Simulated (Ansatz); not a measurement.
# Sr in place of Ca at several sites of glassy CaAl2Si2O8 (117 atoms), part 4 of 5

At which site of glassy CaAl2Si2O8 (117 atoms) does Sr in place of Ca cost least, and what about the site decides it?

Ansatz 0.2.0; Kohn-Sham DFT, PBE, PAW (set soft_2), plane waves.

The cell: 18 Al, 9 Ca, 72 O and 18 Si. The quench rate of 20 K/ps is many orders above laboratory rates. The starting topology of bonds comes from the classical model. Only the Γ point is sampled, in a cell whose shortest periodic width is 12 Å.

So far. Step 6 (Sr on a site of Ca, site Ca25): The relaxation converged after 9 steps, 0.226 eV below its start, with a largest force component of 0.027 eV/Å.

## 7. Sr on a site of Ca, site Ca22

The site has 6 bonded neighbours (O6) at 2.49 Å on average. 

input.yaml reads:

```yaml
crystal:
  lattice:
    - [11.5363, 0.0, 0.0]
    - [0.0, 11.5363, 0.0]
    - [0.0, 0.0, 11.5363]
  atoms:
    [... atom lines 1 to 18 left out ...]
    - { symbol: Ca, position: [0.15133, 0.75286, 0.85779] }
    - { symbol: Ca, position: [0.42941, 0.33181, 0.54827] }
    - { symbol: Ca, position: [0.24893, 0.79746, 0.47898] }
    - { symbol: Sr, position: [0.00069, 0.21243, 0.97015], spin: 0.6 }
    - { symbol: Ca, position: [0.69544, 0.47842, 0.43896] }
    - { symbol: Ca, position: [0.21866, 0.46956, 0.92561] }
    - { symbol: Ca, position: [0.66148, 0.62254, 0.75538] }
    [... atom lines 26 to 117 left out ...]
magnetization:
  spin_polarized: true
kpoints:
  mp_grid: { grid: [1, 1, 1] }
hamiltonian:
  xc: pbe
scf:
  occupations: { method: fermi_dirac, width: 0.025 }
  lower_state_search: "off"
output:
  forces: true
  eigenvalues: true
relax:
  f_tol: 0.05
  max_steps: 90
```

Run with:

```console
$ ansatz run input.yaml --threads 4 --pin off --max-ram 8192MiB --backend cpu --events-out ev --progress --plain --runs-dir out
```

Numbers of over 12 decimals in the logs are rounded to 6 here.

Log:

```text
[...]
Crystal: 117 atoms, lattice volume = 1535.323 Å³
Basis set: ecut = 420 eV, 30047 PW (Γ), exchange–correlation on 160×160×160 points (8 copies of the dense FFT grid, shifted against one another)
Bands: 444, of which v1, the nominal top of the filled ones, is band 324 counted from 1 (323 counted from 0)
Symmetry: 1 space group operations
[...]
k-points: 1
[...]
Starting moments: Σ|m| = 4.2 μB on 7 of 117 sites
[...]
SCF iter   1: F=—  HF=-80280.464002 eV  |F-HF|=—  |Δ(HF+E_count)|=         —  Δρ=5.77e-2 (↑5.31e-2 ↓5.77e-2)  dr2=3.47e2  dr2_m=1.59e0  M=0.147 μB ∫|m|=0.811 μB  β_m=0.30  ethr=3.10e-3  ⟨swp⟩=9.0  Hψ=4454  notcnv=0  defer=165
[...]
SCF iter   4: F=—  HF=-80213.001147 eV  |F-HF|=—  |Δ(HF+E_count)|=    7.97e0  Δρ=1.39e-2 (↑1.39e-2 ↓1.31e-2)  dr2=1.68e1  dr2_m=2.46e-1  M=0.000 μB ∫|m|=0.361 μB  β_m=0.30  ethr=3.10e-3  ⟨swp⟩=3.0  Hψ=2266  notcnv=0  defer=228
[...]
SCF iter   8: F=—  HF=-80208.336511 eV  |F-HF|=—  |Δ(HF+E_count)|=   3.83e-4  Δρ=1.52e-3 (↑1.52e-3 ↓1.51e-3)  dr2=3.29e-2  dr2_m=2.39e-2  M=0.000 μB ∫|m|=0.139 μB  β_m=0.30  ethr=3.14e-5  ⟨swp⟩=5.0  Hψ=1163  notcnv=0  defer=227
[...]
SCF iter  10: F=—  HF=-80208.353809 eV  |F-HF|=—  |Δ(HF+E_count)|=   1.21e-2  Δρ=1.61e-4 (↑1.61e-4 ↓1.55e-4)  dr2=1.53e-3  dr2_m=1.60e-4  M=0.000 μB ∫|m|=0.018 μB  β_m=0.73  ethr=2.88e-6  ⟨swp⟩=2.5  Hψ=1434  notcnv=0  defer=224
[...]
SCF iter  13: F=-80208.354475 eV  HF=-80208.354480 eV  |F-HF|=5.39e-6  |Δ(HF+E_count)|=   1.44e-5  Δρ=1.87e-5 (↑1.76e-5 ↓1.87e-5)  dr2=1.79e-5  dr2_m=8.41e-7  M=0.000 μB ∫|m|=0.001 μB  β_m=0.73  ethr=9.65e-9  ⟨swp⟩=17.0  Hψ=5563  notcnv=0
SCF iter  14: F=-80208.354482 eV  HF=-80208.354482 eV  |F-HF|=2.06e-7  |Δ(HF+E_count)|=   1.82e-6  Δρ=5.91e-6 (↑5.87e-6 ↓5.91e-6)  dr2=1.89e-6  dr2_m=1.77e-7  M=0.000 μB ∫|m|=0.001 μB  ethr=2.76e-9  ⟨swp⟩=2.0  Hψ=2708  notcnv=0
[...]
SCF 1 converged in 14 iterations: F = -80208.354482 eV  dr2 = 1.89e-6
[...]
relax step   1: F+E_penalty+E_count = -80208.35448155 eV  Δ(F+E_penalty+E_count) = +0.000e0 eV  max|allowed force component| = 9.571e-1 eV/Å  Δτ_max = 0.0000 Å  (14 SCF iters, dr2 threshold 6.25e-5 eV, accepted)
[...]
relax step   2: F+E_penalty+E_count = -80208.54818866 eV  Δ(F+E_penalty+E_count) = -1.937e-1 eV  max|allowed force component| = 2.988e-1 eV/Å  Δτ_max = 0.1038 Å  (6 SCF iters, dr2 threshold 5.73e-5 eV, accepted)
[...]
relax step   3: F+E_penalty+E_count = -80208.57261217 eV  Δ(F+E_penalty+E_count) = -2.442e-2 eV  max|allowed force component| = 2.013e-1 eV/Å  Δτ_max = 0.0334 Å  (6 SCF iters, dr2 threshold 5.58e-6 eV, accepted)
[...]
relax step   4: F+E_penalty+E_count = -80208.58599176 eV  Δ(F+E_penalty+E_count) = -1.338e-2 eV  max|allowed force component| = 7.716e-2 eV/Å  Δτ_max = 0.0292 Å  (6 SCF iters, dr2 threshold 3.95e-6 eV, accepted)
[...]
relax step   5: F+E_penalty+E_count = -80208.56043824 eV  Δ(F+E_penalty+E_count) = +2.555e-2 eV  max|allowed force component| = 2.749e-1 eV/Å  Δτ_max = 0.1611 Å  (10 SCF iters, rejected (line search))
[...]
relax step   6: F+E_penalty+E_count = -80208.59961701 eV  Δ(F+E_penalty+E_count) = -1.363e-2 eV  max|allowed force component| = 4.846e-2 eV/Å  Δτ_max = 0.0660 Å  (9 SCF iters, accepted)
SCF converged after 9 iterations
Magnetization: 0.0000 μB (324.0000 up, 324.0000 down)
Absolute magnetization: 0.0000 μB (∫|ρ↑−ρ↓|, with the PAW one-centre terms)
[...]
Per-site moments (μB) at R_I (Å): [(-1.3720325148367123e-9, 0.716829), (-6.50125133718163e-9, 0.701074), (-8.38161444950068e-11, 0.736689), (-9.231730351580482e-10, 0.702407), (-1.6274945109581262e-9, 0.705679), [...]
Free energy (F): -80208.599617 eV
[...]
Internal energy: -80208.599617 eV  (E = F + TS)
E sigma→0 (E₀):  -80208.599617 eV
Fermi energy:    6.180864 eV
[...]
Σ components = -80208.599617   (vs F -80208.599617, Δ=0.00e0)
--- Forces (eV/Å), atoms counted from 1 ---
  atom   1  Al    -0.00398091     0.01734770     0.00860704
  atom   2  Al     0.00517184    -0.00676884    -0.01055482
  atom   3  Al     0.00543873     0.00146323     0.00081674
  atom   4  Al    -0.01704532    -0.00484419     0.00394386
[...]
atom 117  Si     0.01904378     0.00436687    -0.01085025
  max |Σ_I F_I| component: 1.18e-4 eV/Å
--- Band table (eV) ---
[...]
--- Relaxed structure (6 steps of the walk, 5 accepted, 0 SCFs on fresh bases) ---
  F+E_penalty+E_count = -80208.59961701 eV   max|allowed force component| = 4.846e-2 eV/Å
  atoms:
    - { symbol: Al, position: [0.339264, 0.989928, 0.952908] }
    - { symbol: Al, position: [0.834427, 0.962916, 0.071556] }
    - { symbol: Al, position: [0.610565, 0.852261, 0.411341] }
    - { symbol: Al, position: [0.314320, 0.228917, 0.299967] }
[...]
- { symbol: Si, position: [0.959903, 0.311820, 0.641061] }
```

Run time: 83 s. Hardware: 4 threads of AMD EPYC 9R45 (Zen 5), shared host; peak memory 3.7 GiB.

The relaxation converged after 6 steps, 0.245 eV below its start, with a largest force component of 0.048 eV/Å.

The surroundings of the Sr atom, after relaxation, nearest first, numbered as they follow in the input and with coordinates relative to it.

```tsv
atom	x	y	z	distance (Å)	bonds
Sr22	0.00	0.00	0.00	0.00	6
O95	0.84	2.03	0.99	2.41	3
O65	-0.39	-2.27	0.71	2.41	3
O75	-2.14	1.06	-0.84	2.53	3
O99	0.47	0.97	-2.43	2.65	3
O58	-0.13	0.25	2.70	2.71	3
O49	2.55	0.72	-0.99	2.83	4
O41	-1.75	-1.79	-1.77	3.07	2
Si103	1.00	1.47	2.50	3.07	4
Si110	1.95	0.23	-2.39	3.09	4
```

The column of bonds counts only the pairs O-Al within 2.27 Å, O-Si within 2.08 Å, O-Ca within 2.83 Å, O-Sr within 3.05 Å; other neighbours, such as metal atoms beside each other in a compound, aren't counted, and periodic images can show an atom twice.

The largest move is 0.18 Å, by O65.

## 8. Sr on a site of Ca, site Ca24

The site has 5 bonded neighbours (O5) at 2.43 Å on average. 

input.yaml, the sections that differ from step 7:

```yaml
crystal:
  lattice:
    - [11.5363, 0.0, 0.0]
    - [0.0, 11.5363, 0.0]
    - [0.0, 0.0, 11.5363]
  atoms:
    [... atom lines 1 to 20 left out ...]
    - { symbol: Ca, position: [0.24893, 0.79746, 0.47898] }
    - { symbol: Ca, position: [0.00069, 0.21243, 0.97015] }
    - { symbol: Ca, position: [0.69544, 0.47842, 0.43896] }
    - { symbol: Sr, position: [0.21866, 0.46956, 0.92561], spin: 0.6 }
    - { symbol: Ca, position: [0.66148, 0.62254, 0.75538] }
    - { symbol: Ca, position: [0.35835, 0.24764, 0.03866] }
    - { symbol: Ca, position: [0.9032, 0.77993, 0.32055] }
    [... atom lines 28 to 117 left out ...]
# magnetization, kpoints, hamiltonian, scf, output, relax: as in step 7
```

Log:

```text
[...]
Crystal: 117 atoms, lattice volume = 1535.323 Å³
Basis set: ecut = 420 eV, 30047 PW (Γ), exchange–correlation on 160×160×160 points (8 copies of the dense FFT grid, shifted against one another)
Bands: 443, of which v1, the nominal top of the filled ones, is band 324 counted from 1 (323 counted from 0)
Symmetry: 1 space group operations
[...]
k-points: 1
[...]
Starting moments: Σ|m| = 3.6 μB on 6 of 117 sites
[...]
SCF iter   1: F=—  HF=-80280.072571 eV  |F-HF|=—  |Δ(HF+E_count)|=         —  Δρ=5.38e-2 (↑4.88e-2 ↓5.38e-2)  dr2=2.17e2  dr2_m=1.33e0  M=0.016 μB ∫|m|=0.653 μB  β_m=0.30  ethr=3.10e-3  ⟨swp⟩=9.0  Hψ=4813  notcnv=0  defer=135
[...]
SCF iter   3: F=—  HF=-80211.685401 eV  |F-HF|=—  |Δ(HF+E_count)|=    2.26e1  Δρ=1.61e-2 (↑1.61e-2 ↓1.51e-2)  dr2=1.39e1  dr2_m=3.74e-1  M=0.000 μB ∫|m|=0.414 μB  β_m=0.30  ethr=3.10e-3  ⟨swp⟩=5.0  Hψ=2376  notcnv=0  defer=224
[...]
SCF iter   7: F=—  HF=-80208.530941 eV  |F-HF|=—  |Δ(HF+E_count)|=   3.83e-2  Δρ=1.73e-3 (↑1.64e-3 ↓1.73e-3)  dr2=1.62e-2  dr2_m=3.58e-2  M=0.000 μB ∫|m|=0.162 μB  β_m=0.30  ethr=9.57e-6  ⟨swp⟩=2.0  Hψ=1338  notcnv=0  defer=226
[...]
SCF iter   9: F=—  HF=-80208.560297 eV  |F-HF|=—  |Δ(HF+E_count)|=   1.89e-2  Δρ=2.14e-4 (↑1.38e-4 ↓2.14e-4)  dr2=1.59e-3  dr2_m=1.45e-4  M=0.000 μB ∫|m|=0.019 μB  β_m=0.64  ethr=1.53e-6  ⟨swp⟩=2.0  Hψ=1303  notcnv=0  defer=226
[...]
SCF iter  12: F=-80208.561007 eV  HF=-80208.561017 eV  |F-HF|=9.98e-6  |Δ(HF+E_count)|=   3.29e-5  Δρ=2.02e-5 (↑1.81e-5 ↓2.02e-5)  dr2=2.05e-5  dr2_m=4.48e-7  M=0.000 μB ∫|m|=0.001 μB  β_m=0.71  ethr=9.65e-9  ⟨swp⟩=16.5  Hψ=5983  notcnv=0
SCF iter  13: F=-80208.561017 eV  HF=-80208.561016 eV  |F-HF|=1.92e-7  |Δ(HF+E_count)|=   5.94e-7  Δρ=5.12e-6 (↑4.78e-6 ↓5.12e-6)  dr2=8.93e-7  dr2_m=2.35e-7  M=0.000 μB ∫|m|=0.001 μB  ethr=3.16e-9  ⟨swp⟩=3.5  Hψ=2827  notcnv=0
[...]
SCF 1 converged in 13 iterations: F = -80208.561017 eV  dr2 = 8.93e-7
[...]
relax step   1: F+E_penalty+E_count = -80208.56101666 eV  Δ(F+E_penalty+E_count) = +0.000e0 eV  max|allowed force component| = 7.692e-1 eV/Å  Δτ_max = 0.0000 Å  (13 SCF iters, dr2 threshold 6.25e-5 eV, accepted)
[...]
relax step   2: F+E_penalty+E_count = -80208.73471536 eV  Δ(F+E_penalty+E_count) = -1.737e-1 eV  max|allowed force component| = 2.571e-1 eV/Å  Δτ_max = 0.1560 Å  (6 SCF iters, dr2 threshold 3.70e-5 eV, accepted)
[...]
relax step   3: F+E_penalty+E_count = -80208.75134618 eV  Δ(F+E_penalty+E_count) = -1.663e-2 eV  max|allowed force component| = 1.656e-1 eV/Å  Δτ_max = 0.0379 Å  (6 SCF iters, dr2 threshold 4.13e-6 eV, accepted)
[...]
relax step   4: F+E_penalty+E_count = -80208.76067006 eV  Δ(F+E_penalty+E_count) = -9.324e-3 eV  max|allowed force component| = 8.429e-2 eV/Å  Δτ_max = 0.0167 Å  (6 SCF iters, dr2 threshold 3.06e-6 eV, accepted)
[...]
relax step   5: F+E_penalty+E_count = -80208.76137983 eV  Δ(F+E_penalty+E_count) = -7.098e-4 eV  max|allowed force component| = 1.469e-1 eV/Å  Δτ_max = 0.0863 Å  (9 SCF iters, accepted)
[...]
relax step   6: F+E_penalty+E_count = -80208.77227381 eV  Δ(F+E_penalty+E_count) = -1.089e-2 eV  max|allowed force component| = 4.517e-2 eV/Å  Δτ_max = 0.0363 Å  (6 SCF iters, dr2 threshold 5.59e-6 eV, accepted)
[...]
relax step   7: F+E_penalty+E_count = -80208.77227536 eV  Δ(F+E_penalty+E_count) = -1.552e-6 eV  max|allowed force component| = 4.515e-2 eV/Å  Δτ_max = 0.0000 Å  (4 SCF iters, accepted)
SCF converged after 4 iterations
Magnetization: 0.0000 μB (324.0000 up, 324.0000 down)
Absolute magnetization: 0.0000 μB (∫|ρ↑−ρ↓|, with the PAW one-centre terms)
[...]
Per-site moments (μB) at R_I (Å): [(8.378297343545546e-10, 0.715239), (6.137044819888294e-10, 0.701039), (7.53237343696438e-10, 0.735569), (-2.3595288743790416e-10, 0.704417), (4.2680236490543403e-10, 0.705878), [...]
Free energy (F): -80208.772275 eV
[...]
Internal energy: -80208.772275 eV  (E = F + TS)
E sigma→0 (E₀):  -80208.772275 eV
Fermi energy:    6.187570 eV
[...]
Σ components = -80208.772275   (vs F -80208.772275, Δ=0.00e0)
--- Forces (eV/Å), atoms counted from 1 ---
  atom   1  Al     0.00400486    -0.00969075     0.00100354
  atom   2  Al    -0.00511877    -0.00045095    -0.01295381
  atom   3  Al     0.00976686    -0.00146778     0.00518033
  atom   4  Al     0.01515481    -0.00744467     0.00562259
[...]
atom 117  Si    -0.01529103    -0.01054551     0.02785698
  max |Σ_I F_I| component: 7.10e-5 eV/Å
--- Band table (eV) ---
[...]
--- Relaxed structure (7 steps of the walk, 7 accepted, 0 SCFs on fresh bases) ---
  F+E_penalty+E_count = -80208.77227536 eV   max|allowed force component| = 4.515e-2 eV/Å
  atoms:
    - { symbol: Al, position: [0.340305, 0.988861, 0.950169] }
    - { symbol: Al, position: [0.835893, 0.967208, 0.067487] }
    - { symbol: Al, position: [0.611319, 0.851935, 0.409954] }
    - { symbol: Al, position: [0.311141, 0.230835, 0.301647] }
[...]
- { symbol: Si, position: [0.959353, 0.311775, 0.645968] }
```

Elapsed: 90 s, on 4 threads; peak memory 3.7 GiB.

The relaxation converged after 7 steps, 0.211 eV below its start, with a largest force component of 0.045 eV/Å.

The surroundings of the Sr atom, after relaxation, nearest first, numbered as they follow in the input and with coordinates relative to it.

```tsv
atom	x	y	z	distance (Å)	bonds
Sr24	0.00	0.00	0.00	0.00	6
O48	0.65	1.81	-1.60	2.50	3
O95	-1.62	-1.14	1.53	2.50	3
O71	2.41	-0.80	0.07	2.54	3
O49	0.18	-2.55	-0.40	2.59	4
O93	-0.14	1.48	2.14	2.60	3
O31	-2.20	1.91	0.61	2.98	4
O99	-1.88	-2.16	-1.82	3.40	3
Ca26	1.79	-2.55	1.41	3.42	5
Ca19	-0.65	3.33	-0.69	3.47	6
Si115	-1.52	2.33	2.08	3.47	4
Si110	-0.42	-2.97	-1.81	3.50	4
```

The column of bonds counts only the pairs O-Al within 2.23 Å, O-Si within 2.08 Å, O-Ca within 3.02 Å, O-Sr within 3.05 Å; other neighbours, such as metal atoms beside each other in a compound, aren't counted, and periodic images can show an atom twice.

The largest move is 0.15 Å, by Sr24.

## 9. Sr on a site of Ca, site Ca21

The site has 7 bonded neighbours (O7) at 2.47 Å on average. 

input.yaml, the sections that differ from step 8:

```yaml
crystal:
  lattice:
    - [11.5363, 0.0, 0.0]
    - [0.0, 11.5363, 0.0]
    - [0.0, 0.0, 11.5363]
  atoms:
    [... atom lines 1 to 17 left out ...]
    - { symbol: Al, position: [0.33131, 0.62504, 0.16852] }
    - { symbol: Ca, position: [0.15133, 0.75286, 0.85779] }
    - { symbol: Ca, position: [0.42941, 0.33181, 0.54827] }
    - { symbol: Sr, position: [0.24893, 0.79746, 0.47898], spin: 0.6 }
    - { symbol: Ca, position: [0.00069, 0.21243, 0.97015] }
    - { symbol: Ca, position: [0.69544, 0.47842, 0.43896] }
    - { symbol: Ca, position: [0.21866, 0.46956, 0.92561] }
    [... atom lines 25 to 117 left out ...]
# magnetization, kpoints, hamiltonian, scf, output, relax: as in step 8
```

Log:

```text
[...]
Crystal: 117 atoms, lattice volume = 1535.323 Å³
Basis set: ecut = 420 eV, 30047 PW (Γ), exchange–correlation on 160×160×160 points (8 copies of the dense FFT grid, shifted against one another)
Bands: 444, of which v1, the nominal top of the filled ones, is band 324 counted from 1 (323 counted from 0)
Symmetry: 1 space group operations
[...]
k-points: 1
[...]
Starting moments: Σ|m| = 4.8 μB on 8 of 117 sites
[...]
SCF iter   1: F=—  HF=-80279.699223 eV  |F-HF|=—  |Δ(HF+E_count)|=         —  Δρ=5.67e-2 (↑5.10e-2 ↓5.67e-2)  dr2=2.96e2  dr2_m=1.85e0  M=0.118 μB ∫|m|=0.900 μB  β_m=0.30  ethr=3.10e-3  ⟨swp⟩=9.0  Hψ=4532  notcnv=0  defer=140
[...]
SCF iter   3: F=—  HF=-80213.439749 eV  |F-HF|=—  |Δ(HF+E_count)|=    1.93e1  Δρ=1.71e-2 (↑1.68e-2 ↓1.71e-2)  dr2=2.13e1  dr2_m=5.29e-1  M=0.000 μB ∫|m|=0.511 μB  β_m=0.30  ethr=3.10e-3  ⟨swp⟩=3.0  Hψ=1689  notcnv=0  defer=222
[...]
SCF iter   7: F=—  HF=-80208.033291 eV  |F-HF|=—  |Δ(HF+E_count)|=   6.85e-2  Δρ=2.03e-3 (↑1.96e-3 ↓2.03e-3)  dr2=2.91e-2  dr2_m=4.93e-2  M=0.000 μB ∫|m|=0.194 μB  β_m=0.30  ethr=2.59e-5  ⟨swp⟩=3.0  Hψ=1322  notcnv=0  defer=230
[...]
SCF iter   9: F=—  HF=-80208.076054 eV  |F-HF|=—  |Δ(HF+E_count)|=   2.80e-2  Δρ=3.09e-4 (↑2.92e-4 ↓3.09e-4)  dr2=4.08e-3  dr2_m=3.43e-4  M=0.000 μB ∫|m|=0.027 μB  β_m=0.61  ethr=2.56e-6  ⟨swp⟩=2.0  Hψ=1298  notcnv=0  defer=230
[...]
SCF iter  12: F=-80208.077500 eV  HF=-80208.077514 eV  |F-HF|=1.36e-5  |Δ(HF+E_count)|=   2.38e-5  Δρ=2.32e-5 (↑2.32e-5 ↓2.28e-5)  dr2=2.94e-5  dr2_m=1.16e-6  M=0.000 μB ∫|m|=0.002 μB  β_m=0.73  ethr=9.65e-9  ⟨swp⟩=16.0  Hψ=6379  notcnv=0
SCF iter  13: F=-80208.077515 eV  HF=-80208.077515 eV  |F-HF|=2.06e-7  |Δ(HF+E_count)|=   8.15e-7  Δρ=7.23e-6 (↑7.23e-6 ↓6.51e-6)  dr2=2.20e-6  dr2_m=2.94e-7  M=0.000 μB ∫|m|=0.001 μB  ethr=4.53e-9  ⟨swp⟩=3.0  Hψ=2844  notcnv=0
[...]
SCF 1 converged in 13 iterations: F = -80208.077515 eV  dr2 = 2.20e-6
[...]
relax step   1: F+E_penalty+E_count = -80208.07751455 eV  Δ(F+E_penalty+E_count) = +0.000e0 eV  max|allowed force component| = 1.101e0 eV/Å  Δτ_max = 0.0000 Å  (13 SCF iters, dr2 threshold 6.25e-5 eV, accepted)
[...]
relax step   2: F+E_penalty+E_count = -80208.33737412 eV  Δ(F+E_penalty+E_count) = -2.599e-1 eV  max|allowed force component| = 3.467e-1 eV/Å  Δτ_max = 0.1691 Å  (6 SCF iters, dr2 threshold 7.58e-5 eV, accepted)
[...]
relax step   3: F+E_penalty+E_count = -80208.36421040 eV  Δ(F+E_penalty+E_count) = -2.684e-2 eV  max|allowed force component| = 2.052e-1 eV/Å  Δτ_max = 0.0354 Å  (6 SCF iters, dr2 threshold 7.51e-6 eV, accepted)
[...]
relax step   4: F+E_penalty+E_count = -80208.37474532 eV  Δ(F+E_penalty+E_count) = -1.053e-2 eV  max|allowed force component| = 8.407e-2 eV/Å  Δτ_max = 0.0154 Å  (6 SCF iters, dr2 threshold 4.17e-6 eV, accepted)
[...]
relax step   5: F+E_penalty+E_count = -80208.35863633 eV  Δ(F+E_penalty+E_count) = +1.611e-2 eV  max|allowed force component| = 3.292e-1 eV/Å  Δτ_max = 0.0786 Å  (9 SCF iters, rejected (line search))
[...]
relax step   6: F+E_penalty+E_count = -80208.38232268 eV  Δ(F+E_penalty+E_count) = -7.577e-3 eV  max|allowed force component| = 3.904e-2 eV/Å  Δτ_max = 0.0289 Å  (9 SCF iters, accepted)
SCF converged after 9 iterations
Magnetization: 0.0000 μB (324.0000 up, 324.0000 down)
Absolute magnetization: 0.0000 μB (∫|ρ↑−ρ↓|, with the PAW one-centre terms)
[...]
Per-site moments (μB) at R_I (Å): [(1.6676978803608437e-9, 0.715279), (-1.1782053510380415e-9, 0.702082), (5.059524308610712e-10, 0.735893), (-2.0384309119255918e-9, 0.703202), (-1.4305765982917773e-9, [...]
Free energy (F): -80208.382323 eV
[...]
Internal energy: -80208.382323 eV  (E = F + TS)
E sigma→0 (E₀):  -80208.382323 eV
Fermi energy:    6.200310 eV
[...]
Σ components = -80208.382323   (vs F -80208.382323, Δ=0.00e0)
--- Forces (eV/Å), atoms counted from 1 ---
  atom   1  Al    -0.00781274     0.00480546    -0.00924043
  atom   2  Al     0.00054792     0.00477591    -0.00148808
  atom   3  Al     0.01932858     0.00052677    -0.00643399
  atom   4  Al     0.00734436    -0.01355804     0.00073948
[...]
atom 117  Si     0.00176396    -0.00317291     0.00856969
  max |Σ_I F_I| component: 6.03e-5 eV/Å
--- Band table (eV) ---
[...]
--- Relaxed structure (6 steps of the walk, 5 accepted, 0 SCFs on fresh bases) ---
  F+E_penalty+E_count = -80208.38232268 eV   max|allowed force component| = 3.904e-2 eV/Å
  atoms:
    - { symbol: Al, position: [0.339726, 0.987226, 0.951133] }
    - { symbol: Al, position: [0.835731, 0.968751, 0.067006] }
    - { symbol: Al, position: [0.608821, 0.852627, 0.409907] }
    - { symbol: Al, position: [0.313131, 0.228830, 0.301862] }
[...]
- { symbol: Si, position: [0.959016, 0.312343, 0.645276] }
```

Wall time 85 s (4 threads); peak memory 3.7 GiB.

The relaxation converged after 6 steps, 0.305 eV below its start, with a largest force component of 0.039 eV/Å.

(Part 4 of 5 ends here.)

[Logs are printed without paths, hosts, clocks, repeated set-up lines and the standing remarks that a program may print on its own settings, such as how far it seeks lower states.]

[Hosts, paths, dates, database ids (printed as entryN), source tags and the programs' standing remarks are cut or masked in the printed files.]
